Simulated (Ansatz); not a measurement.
# Cl on Cu(110): change of the work function, part 2 of 4

Wanted: Δφ(θ) for Cl/Cu(110), starting from the hollow site.

Ansatz 0.2.0; plane-wave DFT, PBE, Ansatz PAW.

So far, work function, upper face (eV): step 2 (the clean slab) 4.43.

**3. Adsorbate added, k-mesh 4×4×1, coverage 0.111 ML**

System of this step: Cl/Cu(110). The cell holds 37 atoms: 36 Cu and 1 Cl. Cell: a = 10.830 Å, b = 7.658 Å, c = 22.755 Å, α = 90.0°, β = 90.0°, γ = 90.0°. Vacuum lies along c.

The clean slab as it ended is repeated in the plane and the adsorbate is set on one face; the cell's size fixes the coverage, and the k-mesh shrinks with it to keep the sampling density about even. Adsorbate and upper layers relax, since the dipole depends on the height.

Input file input.yaml:

```yaml
crystal:
  lattice:
    - [10.83, 0.0, 0.0]
    - [0.0, 7.6579664403, 0.0]
    - [0.0, 0.0, 22.7552629733]
  atoms:
    - { symbol: Cu, position: [0.1666666667, 0.1666666667, 0.3955128979] }
    - { symbol: Cu, position: [0.0, 0.0, 0.4516022405] }
    - { symbol: Cu, position: [0.1666666667, 0.1666666667, 0.511033236] }
    - { symbol: Cu, position: [0.0, 0.0, 0.562289298] }
    - { symbol: Cu, position: [0.1666666667, 0.5, 0.3955128979] }
    - { symbol: Cu, position: [0.0, 0.3333333333, 0.4516022405] }
    - { symbol: Cu, position: [0.1666666667, 0.5, 0.511033236] }
    - { symbol: Cu, position: [0.0, 0.3333333333, 0.562289298] }
    - { symbol: Cu, position: [0.1666666667, 0.8333333333, 0.3955128979] }
    - { symbol: Cu, position: [0.0, 0.6666666667, 0.4516022405] }
    - { symbol: Cu, position: [0.1666666667, 0.8333333333, 0.511033236] }
    - { symbol: Cu, position: [0.0, 0.6666666667, 0.562289298] }
    - { symbol: Cu, position: [0.5, 0.1666666667, 0.3955128979] }
    - { symbol: Cu, position: [0.3333333333, 0.0, 0.4516022405] }
    - { symbol: Cu, position: [0.5, 0.1666666667, 0.511033236] }
    - { symbol: Cu, position: [0.3333333333, 0.0, 0.562289298] }
    - { symbol: Cu, position: [0.5, 0.5, 0.3955128979] }
    - { symbol: Cu, position: [0.3333333333, 0.3333333333, 0.4516022405] }
    - { symbol: Cu, position: [0.5, 0.5, 0.511033236] }
    - { symbol: Cu, position: [0.3333333333, 0.3333333333, 0.562289298] }
    - { symbol: Cu, position: [0.5, 0.8333333333, 0.3955128979] }
    - { symbol: Cu, position: [0.3333333333, 0.6666666667, 0.4516022405] }
    - { symbol: Cu, position: [0.5, 0.8333333333, 0.511033236] }
    - { symbol: Cu, position: [0.3333333333, 0.6666666667, 0.562289298] }
    - { symbol: Cu, position: [0.8333333333, 0.1666666667, 0.3955128979] }
    - { symbol: Cu, position: [0.6666666667, 0.0, 0.4516022405] }
    - { symbol: Cu, position: [0.8333333333, 0.1666666667, 0.511033236] }
    - { symbol: Cu, position: [0.6666666667, 0.0, 0.562289298] }
    - { symbol: Cu, position: [0.8333333333, 0.5, 0.3955128979] }
    - { symbol: Cu, position: [0.6666666667, 0.3333333333, 0.4516022405] }
    - { symbol: Cu, position: [0.8333333333, 0.5, 0.511033236] }
    - { symbol: Cu, position: [0.6666666667, 0.3333333333, 0.562289298] }
    - { symbol: Cu, position: [0.8333333333, 0.8333333333, 0.3955128979] }
    - { symbol: Cu, position: [0.6666666667, 0.6666666667, 0.4516022405] }
    - { symbol: Cu, position: [0.8333333333, 0.8333333333, 0.511033236] }
    - { symbol: Cu, position: [0.6666666667, 0.6666666667, 0.562289298] }
    - { symbol: Cl, position: [0.1666666667, 0.1666666667, 0.6044871021] }
kpoints:
  mp_grid: { grid: [4, 4, 1] }
hamiltonian:
  xc: pbe
scf:
  occupations: { method: fermi_dirac, width: 0.1 }
  convergence: { dr2_threshold: 1.0e-08 }
efield:
  axis: 3
  dipole_correction: true
  ramp_position: 0.97
  ramp_width: 0.06
relax:
  f_tol: 0.02
  max_steps: 60
  constraints:
    - { sites: [0, 1, 4, 5, 8, 9, 12, 13, 16, 17, 20, 21, 24, 25, 28, 29, 32, 33] }
output:
  write_potential: true
  write_density: true
  volumetric_format: npy
```

The run is started by

```
> ansatz run input.yaml --threads 4 --pin off --max-ram 16384MiB --backend cpu --events-out ev --progress --plain --runs-dir out
```

Numbers of over 12 decimals in the logs are rounded to 6 here.

Output:

```text
[...]
Crystal: 37 atoms, lattice volume = 1887.225 Å³
Basis set: ecut = 420 eV, 36825 PW (Γ), exchange–correlation on 150×108×320 points (8 copies of the dense FFT grid, shifted against one another)
Bands: 415, of which v1, the nominal top of the filled ones, is band 346 counted from 1 (345 counted from 0)
Symmetry: 4 space group operations
[...]
k-points: 9 of 16
[...]
SCF iter   1: F=—  HF=-239570.240539 eV  |F-HF|=—  |Δ(HF+E_count)|=         —  Δρ=2.17e-3  dr2=3.27e-1  ethr=1.77e-3  p=0.087 e·Å  D=8.36e-3 V/Å  ΔV_dip=-0.19 eV  dr2_dipole=1.15e-3  V_vac-E_F(+/−)=4.14/4.33 eV  ⟨swp⟩=11.1  Hψ=19085  notcnv=0  defer=155
[...]
SCF iter  13: F=-239570.251336 eV  HF=-239570.251336 eV  |F-HF|=4.98e-8  |Δ(HF+E_count)|=   7.02e-8  Δρ=4.74e-7  dr2=3.53e-9  ethr=1.45e-12  p=0.042 e·Å  D=4.00e-3 V/Å  ΔV_dip=-0.09 eV  dr2_dipole=2.40e-11  V_vac-E_F(+/−)=4.34/4.43 eV  ⟨swp⟩=8.2  Hψ=22646  notcnv=0
SCF 1 converged in 13 iterations: F = -239570.251336 eV  dr2 = 3.53e-9
[...]
relax step   1: F+E_penalty+E_count = -239570.25133566 eV  Δ(F+E_penalty+E_count) = +0.000e0 eV  max|allowed force component| = 3.273e0 eV/Å  Δτ_max = 0.0000 Å  (13 SCF iters, accepted)
[...]
SCF iter  11: F=-239570.597974 eV  HF=-239570.597974 eV  |F-HF|=7.21e-8  |Δ(HF+E_count)|=   1.87e-7  Δρ=6.53e-7  dr2=7.20e-9  ethr=1.45e-12  p=0.020 e·Å  D=1.94e-3 V/Å  ΔV_dip=-0.04 eV  dr2_dipole=2.73e-11  V_vac-E_F(+/−)=4.38/4.43 eV  ⟨swp⟩=8.4  Hψ=22695  notcnv=0
SCF 2 converged in 11 iterations: F = -239570.597974 eV  dr2 = 7.20e-9
relax step   2: F+E_penalty+E_count = -239570.59797382 eV  Δ(F+E_penalty+E_count) = -3.466e-1 eV  max|allowed force component| = 2.094e0 eV/Å  Δτ_max = 0.1134 Å  (11 SCF iters, accepted)
SCF iter   1: F=—  HF=-239570.935674 eV  |F-HF|=—  |Δ(HF+E_count)|=         —  Δρ=1.90e-3  dr2=1.33e-1  ethr=1.99e-4  p=0.020 e·Å  D=1.94e-3 V/Å  ΔV_dip=-0.04 eV  dr2_dipole=1.29e-2  V_vac-E_F(+/−)=4.39/4.43 eV  ⟨swp⟩=6.6  Hψ=12028  notcnv=0  defer=255
[...]
SCF iter  12: F=-239570.908217 eV  HF=-239570.908217 eV  |F-HF|=1.89e-8  |Δ(HF+E_count)|=   8.50e-8  Δρ=3.98e-7  dr2=3.13e-9  ethr=1.45e-12  p=-0.034 e·Å  D=-3.21e-3 V/Å  ΔV_dip=0.07 eV  dr2_dipole=1.87e-11  V_vac-E_F(+/−)=4.48/4.41 eV  ⟨swp⟩=8.2  Hψ=22572  notcnv=0
SCF 3 converged in 12 iterations: F = -239570.908217 eV  dr2 = 3.13e-9
relax step   3: F+E_penalty+E_count = -239570.90821662 eV  Δ(F+E_penalty+E_count) = -3.102e-1 eV  max|allowed force component| = 8.133e-1 eV/Å  Δτ_max = 0.1954 Å  (12 SCF iters, accepted)
[...]
relax step   4: F+E_penalty+E_count = -239571.03031287 eV  Δ(F+E_penalty+E_count) = -1.221e-1 eV  max|allowed force component| = 3.493e-1 eV/Å  Δτ_max = 0.2000 Å  (12 SCF iters, accepted)
[...]
relax step   5: F+E_penalty+E_count = -239571.02079761 eV  Δ(F+E_penalty+E_count) = +9.515e-3 eV  max|allowed force component| = 4.032e-1 eV/Å  Δτ_max = 0.1462 Å  (13 SCF iters, rejected (line search))
[...]
relax step   6: F+E_penalty+E_count = -239571.05644563 eV  Δ(F+E_penalty+E_count) = -2.613e-2 eV  max|allowed force component| = 5.570e-2 eV/Å  Δτ_max = 0.0731 Å  (12 SCF iters, accepted)
SCF iter   1: F=—  HF=-239571.058567 eV  |F-HF|=—  |Δ(HF+E_count)|=         —  Δρ=4.68e-4  dr2=2.34e-3  ethr=4.68e-6  p=-0.117 e·Å  D=-1.12e-2 V/Å  ΔV_dip=0.26 eV  dr2_dipole=1.15e-5  V_vac-E_F(+/−)=4.63/4.38 eV  ⟨swp⟩=6.0  Hψ=11153  notcnv=0  defer=11
[...]
SCF iter   9: F=-239571.057302 eV  HF=-239571.057302 eV  |F-HF|=1.98e-8  |Δ(HF+E_count)|=   8.13e-8  Δρ=6.59e-7  dr2=8.37e-9  ethr=1.45e-12  p=-0.118 e·Å  D=-1.13e-2 V/Å  ΔV_dip=0.26 eV  dr2_dipole=2.37e-14  V_vac-E_F(+/−)=4.63/4.37 eV  ⟨swp⟩=7.1  Hψ=23889  notcnv=0
SCF 7 converged in 9 iterations: F = -239571.057302 eV  dr2 = 8.37e-9
relax step   7: F+E_penalty+E_count = -239571.05730162 eV  Δ(F+E_penalty+E_count) = -8.560e-4 eV  max|allowed force component| = 2.097e-3 eV/Å  Δτ_max = 0.0128 Å  (9 SCF iters, accepted)
NSCF: frozen V_eff on 9 k-points
[...]
SCF converged after 9 iterations
Free energy (F): -239571.057302 eV
[...]
Internal energy: -239570.611350 eV  (E = F + TS)
E sigma→0 (E₀):  -239570.834326 eV
Entropy (-TS):   -0.445952 eV (-12.053 meV/atom)
Fermi energy:    0.457921 eV
Dipole field:    D = -0.011348 V/Å  (p = -0.118357 e·Å, saw-weighted, corrected)
Work function:   Φ+ = 4.6328 eV   Φ− = 4.3745 eV
[...]
--- Forces (eV/Å), atoms counted from 1 ---
  atom   1  Cu    -0.00000000    -0.00000000     0.08422105
  atom   2  Cu    -0.12075965    -0.05715501    -0.34353710
  atom   3  Cu    -0.00000000     0.00000000     0.00157673
  atom   4  Cu     0.00176145    -0.00074158    -0.00209725
  atom   5  Cu    -0.00000000    -0.02514496     0.33272082
  atom   6  Cu    -0.12075965     0.05715501    -0.34353710
  atom   7  Cu    -0.00000000     0.00107900     0.00062942
  atom   8  Cu     0.00176145     0.00074158    -0.00209725
  atom   9  Cu    -0.00000000     0.02514496     0.33272082
  atom  10  Cu    -0.10890169     0.00000000    -0.45661898
  atom  11  Cu     0.00000000    -0.00107900     0.00062942
  atom  12  Cu     0.00198340     0.00000000     0.00095058
  atom  13  Cu    -0.00730575    -0.00000000     0.40665083
  atom  14  Cu     0.12075965    -0.05715501    -0.34353710
  atom  15  Cu    -0.00137295    -0.00000000    -0.00077941
  atom  16  Cu    -0.00176145    -0.00074158    -0.00209725
  atom  17  Cu     0.03269486    -0.00178562     0.43835427
  atom  18  Cu     0.12075965     0.05715501    -0.34353710
  atom  19  Cu    -0.00143305     0.00012490    -0.00071350
  atom  20  Cu    -0.00176145     0.00074158    -0.00209725
  atom  21  Cu     0.03269486     0.00178562     0.43835427
  atom  22  Cu     0.10890169    -0.00000000    -0.45661898
  atom  23  Cu    -0.00143305    -0.00012490    -0.00071350
  atom  24  Cu    -0.00198340    -0.00000000     0.00095058
  atom  25  Cu     0.00730575     0.00000000     0.40665083
  atom  26  Cu     0.00000000    -0.00122011    -0.33855141
  atom  27  Cu     0.00137295     0.00000000    -0.00077941
  atom  28  Cu     0.00000000     0.00058954     0.00028682
  atom  29  Cu    -0.03269486    -0.00178562     0.43835427
  atom  30  Cu     0.00000000     0.00122011    -0.33855141
  atom  31  Cu     0.00143305     0.00012490    -0.00071350
  atom  32  Cu    -0.00000000    -0.00058954     0.00028682
  atom  33  Cu    -0.03269486     0.00178562     0.43835427
  atom  34  Cu     0.00000000     0.00000000    -0.34233163
  atom  35  Cu     0.00143305    -0.00012490    -0.00071350
  atom  36  Cu     0.00000000     0.00000000    -0.00113839
  atom  37  Cl     0.00000000     0.00000000    -0.00095769
  max |Σ_I F_I| component: 2.69e-5 eV/Å
--- Band table (eV; the first three rows and the last of 9) ---
  k-point 0: bands = [... 342 lower, -0.3443, -0.2549, -0.0103, 0.5641, 0.6015, 0.6203, 0.6608, 0.8699, ... 65 higher]
  k-point 1: bands = [... 342 lower, -0.1015, -0.0547, -0.0370, 0.0864, 0.3583, 1.0621, 1.0830, 1.1493, ... 65 higher]
  k-point 2: bands = [... 342 lower, 0.4763, 0.4896, 0.5288, 0.5303, 0.5620, 0.7355, 0.9191, 0.9244, ... 65 higher]
  k-point 8: bands = [... 342 lower, 0.5512, 0.6061, 0.6103, 0.6475, 0.6624, 0.6809, 0.7265, 0.8326, ... 65 higher]
--- Relaxed structure (7 steps of the walk, 6 accepted, 0 SCFs on fresh bases) ---
  F+E_penalty+E_count = -239571.05730162 eV   max|allowed force component| = 2.097e-3 eV/Å
  atoms:
    - { symbol: Cu, position: [0.166667, 0.166667, 0.395513] }
    - { symbol: Cu, position: [1.6666659794015235e-11, 1.6666659794015235e-11, 0.451602] }
    - { symbol: Cu, position: [0.166667, 0.166667, 0.504294] }
    - { symbol: Cu, position: [0.00621909, -0.000238213, 0.563841] }
    - { symbol: Cu, position: [0.166667, 0.500000, 0.395513] }
    - { symbol: Cu, position: [1.6666659794015235e-11, 0.333333, 0.451602] }
    - { symbol: Cu, position: [0.166667, 0.501392, 0.508288] }
    - { symbol: Cu, position: [0.00621909, 0.333572, 0.563841] }
    - { symbol: Cu, position: [0.166667, 0.833333, 0.395513] }
    - { symbol: Cu, position: [1.6666659794015235e-11, 0.666667, 0.451602] }
    - { symbol: Cu, position: [0.166667, 0.831941, 0.508288] }
    - { symbol: Cu, position: [0.00319842, 0.666667, 0.561889] }
    - { symbol: Cu, position: [0.500000, 0.166667, 0.395513] }
    - { symbol: Cu, position: [0.333333, 1.6666659794015235e-11, 0.451602] }
    - { symbol: Cu, position: [0.497412, 0.166667, 0.511829] }
    - { symbol: Cu, position: [0.327114, -0.000238213, 0.563841] }
    - { symbol: Cu, position: [0.500000, 0.500000, 0.395513] }
    - { symbol: Cu, position: [0.333333, 0.333333, 0.451602] }
    - { symbol: Cu, position: [0.497305, 0.498172, 0.512207] }
    - { symbol: Cu, position: [0.327114, 0.333572, 0.563841] }
    - { symbol: Cu, position: [0.500000, 0.833333, 0.395513] }
    - { symbol: Cu, position: [0.333333, 0.666667, 0.451602] }
    - { symbol: Cu, position: [0.497305, 0.835161, 0.512207] }
    - { symbol: Cu, position: [0.330135, 0.666667, 0.561889] }
    - { symbol: Cu, position: [0.833333, 0.166667, 0.395513] }
    - { symbol: Cu, position: [0.666667, 1.6666659794015235e-11, 0.451602] }
    - { symbol: Cu, position: [0.835921, 0.166667, 0.511829] }
    - { symbol: Cu, position: [0.666667, 0.000470753, 0.561682] }
    - { symbol: Cu, position: [0.833333, 0.500000, 0.395513] }
    - { symbol: Cu, position: [0.666667, 0.333333, 0.451602] }
    - { symbol: Cu, position: [0.836028, 0.498172, 0.512207] }
    - { symbol: Cu, position: [0.666667, 0.332863, 0.561682] }
    - { symbol: Cu, position: [0.833333, 0.833333, 0.395513] }
    - { symbol: Cu, position: [0.666667, 0.666667, 0.451602] }
    - { symbol: Cu, position: [0.836028, 0.835161, 0.512207] }
    - { symbol: Cu, position: [0.666667, 0.666667, 0.561069] }
    - { symbol: Cl, position: [0.166667, 0.166667, 0.630522] }
```

The job ended after 57 min (4 threads of Arm Neoverse V1, shared host; peak memory 12 GiB).

This run has no spin polarisation although its electron count is odd.

Relaxation path:

| step | energy less that of the first step (eV) | largest force component (eV/Å) |
| --- | --- | --- |
| 1 | 0.0000 | 3.2726 |
| 2 | -0.3466 | 2.0940 |
| 3 | -0.6569 | 0.8133 |
| 4 | -0.7790 | 0.3493 |
| 5 | -0.7695 | 0.4032 |
| 6 | -0.8051 | 0.0557 |
| 7 | -0.8060 | 0.0021 |

Relaxation step 5 was tried and not accepted.

Forces are held to the 4 operations that the run works with; a distortion that breaks them can't arise in this run.

The atoms that moved most (Å):

| atom | dx | dy | dz | length |
| --- | --- | --- | --- | --- |
| Cl37 | 0.000 | 0.000 | 0.592 | 0.592 |
| Cu3 | 0.000 | 0.000 | -0.153 | 0.153 |
| Cu20 | -0.067 | 0.002 | 0.035 | 0.076 |
| Cu16 | -0.067 | -0.002 | 0.035 | 0.076 |
| Cu4 | 0.067 | -0.002 | 0.035 | 0.076 |
| Cu8 | 0.067 | 0.002 | 0.035 | 0.076 |
| Cu11 | 0.000 | -0.011 | -0.062 | 0.063 |
| Cu7 | 0.000 | 0.011 | -0.062 | 0.063 |

Final coordinates:

```
Cu Cl
1.0
    10.83000    0.00000    0.00000
     0.00000    7.65797    0.00000
     0.00000    0.00000   22.75526
Cu Cl
36 1
Direct
  0.16667 0.16667 0.39551
  0.00000 0.00000 0.45160
  0.16667 0.16667 0.50429
  0.00622 0.99976 0.56384
  0.16667 0.50000 0.39551
  0.00000 0.33333 0.45160
  0.16667 0.50139 0.50829
  0.00622 0.33357 0.56384
  0.16667 0.83333 0.39551
  0.00000 0.66667 0.45160
  0.16667 0.83194 0.50829
  0.00320 0.66667 0.56189
  0.50000 0.16667 0.39551
  0.33333 0.00000 0.45160
  0.49741 0.16667 0.51183
  0.32711 0.99976 0.56384
  0.50000 0.50000 0.39551
  0.33333 0.33333 0.45160
  0.49731 0.49817 0.51221
  0.32711 0.33357 0.56384
  0.50000 0.83333 0.39551
  0.33333 0.66667 0.45160
  0.49731 0.83516 0.51221
  0.33013 0.66667 0.56189
  0.83333 0.16667 0.39551
  0.66667 0.00000 0.45160
  0.83592 0.16667 0.51183
  0.66667 0.00047 0.56168
  0.83333 0.50000 0.39551
  0.66667 0.33333 0.45160
  0.83603 0.49817 0.51221
  0.66667 0.33286 0.56168
  0.83333 0.83333 0.39551
  0.66667 0.66667 0.45160
  0.83603 0.83516 0.51221
  0.66667 0.66667 0.56107
  0.16667 0.16667 0.63052
```

This step gave:

```
energy at zero smearing        : -239570.8343 eV
work function, upper face      : 4.633 eV
work function, lower face      : 4.375 eV
dipole along the normal        : -0.1184 e·Å
step between the vacuum levels : 0.2582 eV
```

Running mean over 1.276 Å of the planar mean; the ramp of the sawtooth is left out. Table of electron's electrostatic potential energy less the Fermi level by z:

| z (Å) | electron's electrostatic potential energy less the Fermi level (eV) |
| --- | --- |
| 3.0 | 4.37 |
| 3.5 | 4.37 |
| 4.0 | 4.37 |
| 4.5 | 4.37 |
| 5.0 | 4.37 |
| 5.5 | 4.37 |
| 6.0 | 4.35 |
| 6.5 | 4.30 |
| 7.0 | 4.12 |
| 7.5 | 3.50 |
| 8.0 | 0.932 |
| 8.5 | -3.85 |
| 9.0 | -7.52 |
| 9.5 | -8.51 |
| 10.0 | -8.67 |
| 10.5 | -8.46 |
| 11.0 | -8.32 |
| 11.5 | -8.76 |
| 12.0 | -9.46 |
| 12.5 | -9.17 |
| 13.0 | -6.82 |
| 13.5 | -2.41 |
| 14.0 | 1.40 |
| 14.5 | 2.89 |
| 15.0 | 3.74 |
| 15.5 | 4.36 |
| 16.0 | 4.57 |
| 16.5 | 4.62 |
| 17.0 | 4.63 |
| 17.5 | 4.63 |
| 18.0 | 4.63 |
| 18.5 | 4.63 |
| 19.0 | 4.63 |
| 19.5 | 4.63 |

The relaxation took 7 steps and lowered the energy by 0.81 eV; the largest force on the free atoms ends at 0.0021 eV/Å.

The covered face has 4.63 eV, +0.20 eV against the clean one; the bare back face has moved by -0.05 eV, a measure of how thin the slab is.

(Part 2 of 4 ends here.)

[Logs are printed without paths, hosts, clocks, repeated set-up lines and the standing remarks that a program may print on its own settings, such as how far it seeks lower states.]

[Hosts, paths, dates, database ids (printed as entryN), source tags and the programs' standing remarks are cut or masked in the printed files.]

[Maps of the electrostatic potential energy from Ansatz leave out the sawtooth potential of an applied field or a dipole correction, so their vacuum need not be flat; planar profiles and work functions include it.]
